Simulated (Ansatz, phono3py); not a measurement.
## CdF2 (Fm-3m): solver, mesh and scattering choices in phono3py

Wanted: the sensitivity of κ of CdF2 to the choices of the transport step.

Measurements to reproduce:
- thermal conductivity 4.3 W/m/K near room temperature (given in “Predicting the lattice thermal conductivity of solids by solving the Boltzmann transport equation: AFLOW - AAPL an automated, accurate and efficient framework”, 2017, arXiv:1611.05481)

Calculated with phono3py 4.10.0; DFT LDA, scalar-relativistic, plane waves, PAW; phono3py on Ansatz's force constants.

This is a report of a sequence of runs, with most program output left out.

## 1. The structure

The structure is cubic, space group Fm-3m (No. 225). The conventional cell has a = 5.297 Å, b = 5.297 Å, c = 5.297 Å, α = 90.00°, β = 90.00°, γ = 90.00°. Nearest to Cd lie 8 F at 2.29 Å. F has 4 Cd at 2.29 Å nearest. Farther neighbours and most contacts between anions are not listed.

## 2. Relaxation-time solution

The base run: each mode relaxes on its own with natural isotopes, and rates are split into normal and umklapp parts.

File phono3py.yaml:

```yaml
phono3py:
  version: "4.10.0"
  frequency_unit_conversion_factor: 15.633302
  symmetry_tolerance: 1.00000e-05

physical_unit:
  atomic_mass: "AMU"
  length: "angstrom"

space_group:
  type: "Fm-3m"
  number: 225
  Hall_symbol: "-F 4 2 3"

primitive_matrix:
- [  1.000000000000000,  0.000000000000000,  0.000000000000000 ]
- [  0.000000000000000,  1.000000000000000,  0.000000000000000 ]
- [  0.000000000000000,  0.000000000000000,  1.000000000000000 ]

supercell_matrix:
- [   3,   0,   0 ]
- [   0,   3,   0 ]
- [   0,   0,   3 ]

# [primitive_cell block left out]
unit_cell:
  lattice:
  - [     0.000000000000000,     2.648717937700000,     2.648717937700000 ] # a
  - [     2.648717937700000,     0.000000000000000,     2.648717937700000 ] # b
  - [     2.648717937700000,     2.648717937700000,     0.000000000000000 ] # c
  points:
  - symbol: Cd # 1
    coordinates: [  0.000000000000000,  0.000000000000000,  0.000000000000000 ]
    mass: 112.414000
    reduced_to: 1
  - symbol: F # 2
    coordinates: [  0.250000000000000,  0.250000000000000,  0.250000000000000 ]
    mass: 18.998403
    reduced_to: 2
  - symbol: F # 3
    coordinates: [  0.750000000000000,  0.750000000000000,  0.750000000000000 ]
    mass: 18.998403
    reduced_to: 3

# [supercell block left out]
phonon_supercell_matrix:
- [   6,   0,   0 ]
- [   0,   6,   0 ]
- [   0,   0,   6 ]

# [phonon_primitive_cell block left out]
# [phonon_supercell block left out]
nac:
  born_effective_charge:
  - # 1 (Cd)
    - [  2.458694307874369,  0.000000000000000,  0.000000000000000 ]
    - [  0.000000000000000,  2.458694307874369,  0.000000000000000 ]
    - [  0.000000000000000,  0.000000000000000,  2.458694307874369 ]
  - # 2 (F)
    - [ -1.229347153937185,  0.000000000000000,  0.000000000000000 ]
    - [  0.000000000000000, -1.229347153937185,  0.000000000000000 ]
    - [  0.000000000000000,  0.000000000000000, -1.229347153937185 ]
  - # 3 (F)
    - [ -1.229347153937185,  0.000000000000000,  0.000000000000000 ]
    - [  0.000000000000000, -1.229347153937185,  0.000000000000000 ]
    - [  0.000000000000000,  0.000000000000000, -1.229347153937185 ]
  dielectric_constant:
    - [  2.931820119307208,  0.000000000000000,  0.000000000000000 ]
    - [  0.000000000000000,  2.931820119307208,  0.000000000000000 ]
    - [  0.000000000000000,  0.000000000000000,  2.931820119307208 ]
  unit_conversion_factor: 14.399645
```

Started as:

```console
$ phono3py phono3py.yaml --mesh 21 21 21 --br --isotope --nu --ts 100 150 200 300 400 500 600 800
```

Wall time 2.6 min (16 threads of Arm Neoverse N1, shared host); peak memory 0.43 GiB.

Numbers from this step:

```yaml
kappa_at_300_k: 4.954 W/m/K
kappa_xx_yy_zz_at_300_k: 4.954, 4.954, 4.954 W/m/K
normal_share_of_three_phonon_scattering_at_300_k: 0.466
```

W/m/K. Kappa, by row:

```
T (K)     xx     yy     zz  yz  xz  xy
  100   17.6   17.6   17.6   0   0   0
  150  10.46  10.46  10.46   0   0   0
  200  7.577  7.577  7.577   0   0   0
  300  4.954  4.954  4.954   0   0   0
  400  3.697  3.697  3.697   0   0   0
  500  2.952  2.952  2.952   0   0   0
  600  2.458  2.458  2.458   0   0   0
  800  1.842  1.842  1.842   0   0   0
```

Lattice thermal conductivity, xx against temperature:

| temperature (K) | lattice thermal conductivity, xx (W/m/K) |
| --- | --- |
| 100 | 17.6 |
| 150 | 10.5 |
| 200 | 7.58 |
| 300 | 4.95 |
| 400 | 3.70 |
| 500 | 2.95 |
| 600 | 2.46 |
| 800 | 1.84 |

Mean scattering rate at 300 K against frequency:

| frequency (THz) | normal (1/ps) | umklapp (1/ps) |
| --- | --- | --- |
| 0.26 | 0.0261 | 0.00225 |
| 0.78 | 0.0671 | 0.0175 |
| 1.29 | 0.112 | 0.0482 |
| 1.81 | 0.179 | 0.112 |
| 2.33 | 0.223 | 0.195 |
| 2.84 | 0.251 | 0.324 |
| 3.36 | 0.344 | 0.451 |
| 3.88 | 0.687 | 0.98 |
| 4.39 | 0.81 | 1.05 |
| 4.91 | 0.855 | 1.1 |
| 5.43 | 0.865 | 1.21 |
| 5.94 | 1.35 | 1.66 |
| 6.46 | 1.65 | 1.75 |
| 6.98 | 1.7 | 1.66 |
| 7.49 | 1.76 | 1.75 |
| 8.01 | 1.76 | 2.06 |
| 8.53 | 1.67 | 1.93 |
| 9.05 | 1.57 | 1.88 |
| 9.56 | 1.69 | 1.78 |
| 10.08 | 1.72 | 2.19 |
| 10.60 | 1.49 | 2.51 |
| 11.11 | 1.74 | 2.9 |
| 11.63 | 3.04 | 2.5 |
| 12.15 | 1.97 | 2.97 |

The base value at 300 K is 4.95 W/(m K).

The lattice thermal conductivity, xx is 4.95 W/m/K at 300 K, going as T^-1.0 above 200 K.

## 3. Two programs, one set of constants

This step: DFT LDA, scalar-relativistic, plane waves, PAW (Ansatz 0.2.0).

Ansatz's figure includes its coherence part. Comparison, by row:

| T (K) | Ansatz RTA (W/m/K) | phono3py RTA (W/m/K) | difference (%) |
| --- | --- | --- | --- |
| 100 | 17.95 | 17.6 | -1.95 |
| 150 | 10.8 | 10.46 | -3.15 |
| 200 | 7.951 | 7.577 | -4.7 |
| 300 | 5.367 | 4.954 | -7.7 |
| 400 | 4.131 | 3.697 | -10.51 |
| 500 | 3.397 | 2.952 | -13.1 |
| 600 | 2.909 | 2.458 | -15.5 |
| 800 | 2.295 | 1.842 | -19.74 |

## 4. Without isotopes, third order supercell 3×3×3, supercell 6×6×6

Leaving out the isotope term shows how much the natural mass disorder scatters.

This step: DFT LDA, scalar-relativistic, plane waves, PAW; phono3py on Ansatz's force constants (phono3py 4.10.0).

phono3py.yaml is that of step 2.

Started as:

```console
$ phono3py phono3py.yaml --mesh 21 21 21 --br --ts 100 150 200 300 400 500 600 800
```

The job ended after 2.5 min (16 threads; peak memory 0.43 GiB; 37 min of CPU time).

This step gave:

```yaml
kappa_at_300_k: 4.979 W/m/K
kappa_xx_yy_zz_at_300_k: 4.979, 4.979, 4.979 W/m/K
```

W/m/K. Kappa, by row:

```
T (K)     xx     yy     zz  yz  xz  xy
  100  18.09  18.09  18.09   0   0   0
  150  10.59  10.59  10.59   0   0   0
  200  7.641  7.641  7.641   0   0   0
  300  4.979  4.979  4.979   0   0   0
  400   3.71   3.71   3.71   0   0   0
  500   2.96   2.96   2.96   0   0   0
  600  2.463  2.463  2.463   0   0   0
  800  1.845  1.845  1.845   0   0   0
```

κ at 300 K goes from 4.95 in the base run to 4.98 W/(m K).

## 5. Another q-mesh, third order supercell 3×3×3, supercell 6×6×6

The q-mesh of the transport sums changes, with the same scattering terms.

phono3py.yaml is that of step 4.

Started as:

```console
$ phono3py phono3py.yaml --mesh 5 5 5 --br --isotope --ts 100 300 600
```

Elapsed: 7.3 s, on 16 threads; peak memory 0.43 GiB; 8.1 s of CPU time.

Numbers from this step:

```yaml
kappa_at_300_k: 3.659 W/m/K
kappa_xx_yy_zz_at_300_k: 3.659, 3.659, 3.659 W/m/K
```

W/m/K. Kappa, by row:

| T (K) | xx | yy | zz | yz | xz | xy |
| --- | --- | --- | --- | --- | --- | --- |
| 100 | 12.17 | 12.17 | 12.17 | 0 | 0 | 0 |
| 300 | 3.659 | 3.659 | 3.659 | 0 | 0 | 0 |
| 600 | 1.822 | 1.822 | 1.822 | 0 | 0 | 0 |

This mesh is too coarse for the transport sums: κ at 300 K comes out at 3.66 against 4.95 W/(m K) in the base run.

## 6. Another q-mesh, third order supercell 3×3×3, supercell 6×6×6 (run 2)

phono3py.yaml is that of step 5.

Started as:

```console
$ phono3py phono3py.yaml --mesh 7 7 7 --br --isotope --ts 100 300 600
```

Run time: 7.6 s. Hardware: 16 threads; peak memory 0.43 GiB; 12 s of CPU time.

This mesh is too coarse for the transport sums: κ at 300 K comes out at 4.19 against 4.95 W/(m K) in the base run.

## 7. Another q-mesh, third order supercell 3×3×3, supercell 6×6×6 (run 3)

phono3py.yaml is that of step 6.

Started as:

```console
$ phono3py phono3py.yaml --mesh 11 11 11 --br --isotope --ts 100 300 600
```

Wall time 11 s (16 threads); peak memory 0.43 GiB; 60 s of CPU time.

κ at 300 K goes from 4.95 in the base run to 4.67 W/(m K).

## 8. Another q-mesh, third order supercell 3×3×3, supercell 6×6×6 (run 4)

phono3py.yaml is that of step 7.

Started as:

```console
$ phono3py phono3py.yaml --mesh 15 15 15 --br --isotope --ts 100 300 600
```

It took 28 s on 16 threads; peak memory 0.43 GiB.

κ at 300 K goes from 4.95 in the base run to 4.84 W/(m K).

## 9. Another q-mesh, third order supercell 3×3×3, supercell 6×6×6 (run 5)

phono3py.yaml is that of step 8.

Started as:

```console
$ phono3py phono3py.yaml --mesh 19 19 19 --br --isotope --ts 100 300 600
```

Elapsed: 91 s, on 16 threads; peak memory 0.43 GiB.

κ at 300 K goes from 4.95 in the base run to 4.93 W/(m K).

## 10. Another q-mesh, third order supercell 3×3×3, supercell 6×6×6 (run 6)

phono3py.yaml is that of step 9.

Started as:

```console
$ phono3py phono3py.yaml --mesh 23 23 23 --br --isotope --ts 100 300 600
```

Wall time 4.4 min (16 threads); peak memory 0.43 GiB.

W/m/K. Kappa, by row:

| T (K) | xx | yy | zz | yz | xz | xy |
| --- | --- | --- | --- | --- | --- | --- |
| 100 | 17.74 | 17.74 | 17.74 | 0 | 0 | 0 |
| 300 | 4.991 | 4.991 | 4.991 | 0 | 0 | 0 |
| 600 | 2.476 | 2.476 | 2.476 | 0 | 0 | 0 |

κ at 300 K goes from 4.95 in the base run to 4.99 W/(m K).

## 11. Another q-mesh, third order supercell 3×3×3, supercell 6×6×6 (run 7)

phono3py.yaml is that of step 10.

Started as:

```console
$ phono3py phono3py.yaml --mesh 29 29 29 --br --isotope --ts 100 300 600
```

Wall time 17 min (16 threads); peak memory 0.43 GiB; 4.2 h of CPU time.

W/m/K. Kappa, by row:

| T (K) | xx | yy | zz | yz | xz | xy |
| --- | --- | --- | --- | --- | --- | --- |
| 100 | 18.03 | 18.03 | 18.03 | 0 | 0 | 0 |
| 300 | 5.054 | 5.054 | 5.054 | 0 | 0 | 0 |
| 600 | 2.506 | 2.506 | 2.506 | 0 | 0 | 0 |

κ at 300 K goes from 4.95 in the base run to 5.05 W/(m K).

## 12. Mesh convergence

This step: DFT LDA, scalar-relativistic, plane waves, PAW (phono3py 4.10.0).

Series, by row:

| mesh points along each axis | kappa at 100 K (W/m/K) | kappa at 300 K (W/m/K) | kappa at 600 K (W/m/K) | seconds |
| --- | --- | --- | --- | --- |
| 5 | 12.17 | 3.659 | 1.822 | 7.29 |
| 7 | 14.47 | 4.191 | 2.083 | 7.59 |
| 11 | 16.37 | 4.667 | 2.318 | 10.95 |
| 15 | 17.13 | 4.842 | 2.403 | 28.25 |
| 19 | 17.44 | 4.927 | 2.445 | 91.38 |
| 23 | 17.74 | 4.991 | 2.476 | 262 |
| 29 | 18.03 | 5.054 | 2.506 | 990 |

## 13. Boundary scattering, third order supercell 3×3×3, supercell 6×6×6

A boundary term v/L is added to each rate, a simple model of grains or a thin sample.

This step: DFT LDA, scalar-relativistic, plane waves, PAW; phono3py on Ansatz's force constants (phono3py 4.10.0).

phono3py.yaml is that of step 11.

Started as:

```console
$ phono3py phono3py.yaml --mesh 21 21 21 --br --isotope --boundary-mfp 0.01 --ts 100 150 200 300 400 500 600 800
```

Run time: 2.5 min. Hardware: 16 threads; peak memory 0.43 GiB.

Numbers from this step:

* κ at 300 K: 2.975 W/m/K
* κ xx, yy, zz at 300 K: 2.975, 2.975, 2.975 W/m/K

W/m/K. Kappa, by row:

```csv
T (K),xx,yy,zz,yz,xz,xy
100,4.697,4.697,4.697,0,0,0
150,4.36,4.36,4.36,0,0,0
200,3.823,3.823,3.823,0,0,0
300,2.975,2.975,2.975,0,0,0
400,2.419,2.419,2.419,0,0,0
500,2.039,2.039,2.039,0,0,0
600,1.763,1.763,1.763,0,0,0
800,1.392,1.392,1.392,0,0,0
```

κ at 300 K goes from 4.95 in the base run to 2.98 W/(m K).

## 14. Boundary scattering, third order supercell 3×3×3, supercell 6×6×6 (run 2)

phono3py.yaml is that of step 13.

Started as:

```console
$ phono3py phono3py.yaml --mesh 21 21 21 --br --isotope --boundary-mfp 0.3 --ts 100 150 200 300 400 500 600 800
```

It took 2.6 min on 16 threads; peak memory 0.43 GiB; 38 min of CPU time.

This step gave:

* κ at 300 K: 4.666 W/m/K
* κ xx, yy, zz at 300 K: 4.666, 4.666, 4.666 W/m/K

κ at 300 K goes from 4.95 in the base run to 4.67 W/(m K).

## 15. Direct solution of the linearised equation, third order supercell 3×3×3, supercell 6×6×6

Solving the linearised equation directly keeps the heat that normal processes pass on between modes; it is dearer, so the mesh may be smaller.

phono3py.yaml is that of step 14.

Started as:

```console
$ phono3py phono3py.yaml --mesh 15 15 15 --lbte --isotope --ts 100 300 600
```

Run time: 4 min. Hardware: 16 threads; peak memory 0.45 GiB.

Numbers from this step:

* κ at 300 K: 4.914 W/m/K
* κ xx, yy, zz at 300 K: 4.914, 4.914, 4.914 W/m/K

W/m/K. Kappa, by row:

```csv
T (K),xx,yy,zz,yz,xz,xy,RTA mean
100,17.24,17.24,17.24,0,0,0,17.13
300,4.914,4.914,4.914,0,0,0,4.842
600,2.442,2.442,2.442,0,0,0,2.403
```

On this mesh the direct solution gives 4.91 W/(m K) at 300 K, against 4.84 in the relaxation-time approximation.

## 16. Adding coherences, third order supercell 3×3×3, supercell 6×6×6

Close branches can carry heat by tunnelling between them, which the particle picture leaves out.

phono3py.yaml is that of step 15.

Started as:

```console
$ phono3py phono3py.yaml --mesh 21 21 21 --br --isotope --tt smm19 --ts 100 150 200 300 400 500 600 800
```

Wall time 2.6 min (16 threads); peak memory 0.43 GiB; 38 min of CPU time.

Numbers from this step:

* κ at 300 K: 5.352 W/m/K
* κ xx, yy, zz at 300 K: 5.352, 5.352, 5.352 W/m/K

W/m/K. Kappa, by row:

```
T (K)     xx     yy     zz  yz  xz  xy  intra mean  inter mean
  100  17.85  17.85  17.85   0   0   0        17.6      0.2495
  150  10.75  10.75  10.75   0   0   0       10.46       0.298
  200   7.92   7.92   7.92   0   0   0       7.577      0.3432
  300  5.352  5.352  5.352   0   0   0       4.954      0.3973
  400  4.123  4.123  4.123   0   0   0       3.697      0.4261
  500  3.394  3.394  3.394   0   0   0       2.952      0.4425
  600   2.91   2.91   2.91   0   0   0       2.458      0.4519
  800  2.301  2.301  2.301   0   0   0       1.842      0.4592
```

κ at 300 K goes from 4.95 in the base run to 5.35 W/(m K).

## 17. Gaussian smearing, third order supercell 3×3×3, supercell 6×6×6

A Gaussian replaces the tetrahedron method for energy conservation; its width must match the mesh.

phono3py.yaml is that of step 16.

Started as:

```console
$ phono3py phono3py.yaml --mesh 21 21 21 --br --isotope --sigma 0.05 --ts 100 300 600
```

Run time: 2.4 min. Hardware: 16 threads; peak memory 0.43 GiB; 36 min of CPU time.

This step gave:

| Property | Result |
| --- | --- |
| κ at 300 K | 4.9 W/m/K |
| κ xx, yy, zz at 300 K | 4.9, 4.9, 4.9 W/m/K |

W/m/K. Kappa, by row:

```csv
T (K),xx,yy,zz,yz,xz,xy
100,17.32,17.32,17.32,0,0,0
300,4.9,4.9,4.9,0,0,0
600,2.432,2.432,2.432,0,0,0
```

With a width of 0.05 THz κ at 300 K is 4.9 W/(m K), -1.1 % from the tetrahedron value.

## 18. Gaussian smearing, third order supercell 3×3×3, supercell 6×6×6 (run 2)

phono3py.yaml is that of step 17.

Started as:

```console
$ phono3py phono3py.yaml --mesh 21 21 21 --br --isotope --sigma 0.1 --ts 100 300 600
```

It took 2.4 min on 16 threads; peak memory 0.43 GiB; 36 min of CPU time.

Numbers from this step:

* κ at 300 K: 4.88 W/m/K
* κ xx, yy, zz at 300 K: 4.88, 4.88, 4.88 W/m/K

W/m/K. Kappa, by row:

```
T (K)     xx     yy     zz  yz  xz  xy
  100  17.27  17.27  17.27   0   0   0
  300   4.88   4.88   4.88   0   0   0
  600  2.422  2.422  2.422   0   0   0
```

With a width of 0.1 THz κ at 300 K is 4.88 W/(m K), -1.5 % from the tetrahedron value.

## 19. Two-phonon phase space, third order supercell 3×3×3, supercell 6×6×6

The two-phonon density of states counts the channels open to a mode, without matrix elements.

phono3py.yaml is that of step 18.

Started as:

```console
$ phono3py phono3py.yaml --mesh 23 23 23 --jdos --gp 0 --num-freq-points 80
```

Elapsed: 7.4 s, on 16 threads; peak memory 0.43 GiB; 11 s of CPU time.

The joint density of states at Gamma has structure finer than the step of the table below, so its rows give means over 1 THz, whole bins alone (the curve runs from 0 to 24.9 THz). Peaks (THz: height): absorption class 1.9: 12.5, 8.8: 5.34; decay class 8.5: 6.58, 10.4: 6.21, 14.2: 7.33, 16.7: 7.93.

The joint density of states at Gamma by frequency; means over each step:

| frequency (THz) | absorption class (1/THz) | decay class (1/THz) |
| --- | --- | --- |
| 1 | 10.6 | 0.0254 |
| 2 | 11.9 | 0.100 |
| 3 | 8.15 | 0.239 |
| 4 | 7.43 | 0.478 |
| 5 | 7.78 | 1.01 |
| 6 | 6.83 | 1.56 |
| 7 | 6.33 | 1.87 |
| 8 | 4.47 | 4.53 |
| 9 | 3.01 | 5.32 |
| 10 | 0.576 | 5.32 |
| 11 | 0.0929 | 5.26 |
| 12 | 6.5e-4 | 5.78 |
| 13 | 0 | 5.65 |
| 14 | 0 | 6.79 |
| 15 | 0 | 6.08 |
| 16 | 0 | 6.93 |
| 17 | 0 | 6.50 |
| 18 | 0 | 4.47 |
| 19 | 0 | 3.28 |
| 20 | 0 | 2.67 |
| 21 | 0 | 2.54 |
| 22 | 0 | 1.90 |
| 23 | 0 | 1.50 |
| 24 | 0 | 0.566 |

## 20. Without the dipole term, third order supercell 3×3×3, supercell 6×6×6

Dropping the dipole term tests how much its part of the interpolation matters for κ.

phono3py.yaml is that of step 19.

Started as:

```console
$ phono3py phono3py.yaml --mesh 21 21 21 --br --isotope --nonac --ts 100 300 600
```

It took 2.5 min on 16 threads; peak memory 0.43 GiB.

Numbers from this step:

```yaml
kappa_at_300_k: 4.96 W/m/K
kappa_xx_yy_zz_at_300_k: 4.96, 4.96, 4.96 W/m/K
```

(Continued in part 2 of 2.)

[Logs are printed without paths, hosts, clocks, repeated set-up lines and the standing remarks that a program may print on its own settings, such as how far it seeks lower states.]

[Hosts, paths, dates, database ids (printed as entryN), source tags and the programs' standing remarks are cut or masked in the printed files.]

[A step with changed settings may run another functional than the one named; its input shows which.]

[Pressures of single members of a volume series are the stress at the run's cutoff; with an incomplete basis they can lie off −dE/dV of the same runs, and they are not shown converged.]
